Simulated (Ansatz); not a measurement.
# TiCo3: which shell does photoemission see at 21.2 and 5414.7 eV? (r²SCAN)

The valence band of TiCo3 mixes several shells. Work out by hand which one leads the spectrum's area at each photon energy.

Filled states come from the projected DOS of Ansatz 0.2.0 (r²SCAN, plane waves); cross sections σ and asymmetry parameters β are those of free atoms in a Dirac–Hartree–Slater calculation. A shell's area is states × σ × angular factor, which is 1 + β·P₂(cos θ) for linear light, with θ = 10° from the polarisation and P₂ = 0.955.

**At 21.2 eV** (states counted from 10.8 eV below the zero; other shells add 0.19 to the products' sum of 22.7):

```
shell  filled states a cell  cross section (Mb an electron)      β  angular factor  product  share by hand (%)  share in the simulated spectrum (%)
Co 4s                  2.57                          0.0427   1.98            2.89    0.317                  1                                    1
Co 3d                 23.50                           0.697  -0.20            0.81     13.3                 59                                   59
Ti 4s                  0.97                           0.081   2.00            2.91    0.228                  1                                    1
Ti 3d                  2.95                            2.54   0.16            1.15     8.64                 38                                   38
```

**At 5414.7 eV** (states counted from 10.8 eV below the zero; other shells add 3.3e-06 to the products' sum of 0.000315):

| shell | filled states a cell | cross section (Mb an electron) | β | angular factor | product | share by hand (%) | share in the simulated spectrum (%) |
| --- | --- | --- | --- | --- | --- | --- | --- |
| Co 4s | 2.57 | 2.19e-05 | 2.00 | 2.91 | 0.000164 | 52 | 52 |
| Co 3d | 23.50 | 3.28e-06 | 0.46 | 1.44 | 0.000111 | 35 | 35 |
| Ti 4s | 0.97 | 1.27e-05 | 2.00 | 2.91 | 3.58e-05 | 11 | 11 |
| Ti 3d | 2.95 | 4.45e-07 | 0.34 | 1.33 | 1.74e-06 | 1 | 1 |

Co 3d leads at 21.2 eV and Co 4s at 5414.7 eV. Between the two energies σ of Co 3d changes by a factor 4.7e-6 and that of Co 4s by 5.1e-4, so their ratio moves 109-fold in favour of the second. The simulated spectrum uses the same rule on the energy-resolved DOS, so the two share columns agree within a few points.

The angular factor decides the lead at one of the energies. Only crystals where the two columns agree within 4 points and the lead is clear are worked in this form. Free-atom cross sections ignore the solid's final states, no escape depth or background enters, and the count of states a shell hangs on the projection.

[Logs are printed without paths, hosts, clocks, repeated set-up lines and the standing remarks that a program may print on its own settings, such as how far it seeks lower states.]
